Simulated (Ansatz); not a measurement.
## λ, α²F and ρ(T) of HfSc in the Bh ordering: relaxation

Ansatz 0.2.0; DFT PBEsol, scalar-relativistic, plane waves, PAW.

The structure was built from a prototype and need not be the compound's stable phase.

It takes space group P-6m2 (No. 187, hexagonal). The conventional cell has a = 3.226 Å, b = 3.226 Å, c = 5.268 Å, α = 90.00°, β = 90.00°, γ = 120.00°. Hf has 6 Hf at 3.23 Å and 6 Sc at 3.23 Å nearest. Nearest to Sc lie 6 Sc at 3.23 Å and 6 Hf at 3.23 Å. Farther neighbours are not listed.

Step by step:

```
step  energy less that of the first step (eV)  largest force component (eV/Å)  pressure (GPa)  volume (Å³)
   1                                   0.0000                          0.0000           -4.82        47.48
   2                                  -0.0497                          0.0000            2.56        43.24
   3                                  -0.0601                          0.0000           -0.07        44.53
   4                                  -0.0604                          0.0000           -0.01        44.50
   5                                  -0.0604                          0.0000            0.00        44.49
  6*                                  -0.0599                          0.0000            0.00        44.49
```

Relaxation steps marked * repeat the geometry before them on a plane-wave basis chosen anew for their cell, so energy and pressure can jump there.

The run keeps the 12 symmetry operations that it works with, so distortions that break them were not tested.

```
conventional cell, symmetrised  before  after  change
                         a (Å)   3.226  3.197  -0.9 %
                         b (Å)   3.226  3.197  -0.9 %
                         c (Å)   5.268  5.025  -4.6 %
              volume (Å³/atom)   23.74  22.25  -6.3 %
```

The relaxed structure:

```cif
data_structure
_symmetry_space_group_name_H-M 'P 1'
_symmetry_Int_Tables_number 1
_cell_length_a 3.1975
_cell_length_b 3.1975
_cell_length_c 5.0253
_cell_angle_alpha 90.000
_cell_angle_beta 90.000
_cell_angle_gamma 120.000
_cell_volume 44.49
loop_
_atom_site_label
_atom_site_type_symbol
_atom_site_fract_x
_atom_site_fract_y
_atom_site_fract_z
_atom_site_occupancy
Hf1 Hf 0.33333 0.66667 0.25000 1
Sc2 Sc 0.66667 0.33333 0.75000 1
```

Numbers from this step:

* pressure: 0.001003 GPa
* volume per atom: 22.25 Å³
* metallic on mesh: yes
* gap on the k-mesh: 0 eV

What was run to get this?

The system, level and task follow from the heading and the kind of results. Meshes, cutoffs and thresholds can't be read from the results; these are the ones that the run used.

File input.yaml:

```yaml
crystal:
  lattice:
    - [3.22595, 0.0, 0.0]
    - [-1.61297, 2.79375, 0.0]
    - [0.0, 0.0, 5.26797]
  atoms:
    - { symbol: Hf, position: [0.33333333, 0.66666667, 0.25] }
    - { symbol: Sc, position: [0.66666667, 0.33333333, 0.75] }
kpoints:
  mp_grid: { grid: [12, 12, 6] }
hamiltonian:
  xc: pbesol
scf:
  occupations: { method: gaussian, width: 0.1 }
output:
  forces: true
  stress: true
  eigenvalues: true
relax:
  adjacent_minimum: "off"
  f_tol: 0.005
  max_steps: 80
  cell: { stress_tol: 0.05 }
```

The run is started by

```
ansatz run input.yaml --threads 4 --pin off --max-ram 8192MiB --backend cpu --events-out ev --progress --plain --runs-dir out
```

[Logs are printed without paths, hosts, clocks, repeated set-up lines and the standing remarks that a program may print on its own settings, such as how far it seeks lower states.]

[Hosts, paths, dates, database ids (printed as entryN), source tags and the programs' standing remarks are cut or masked in the printed files.]
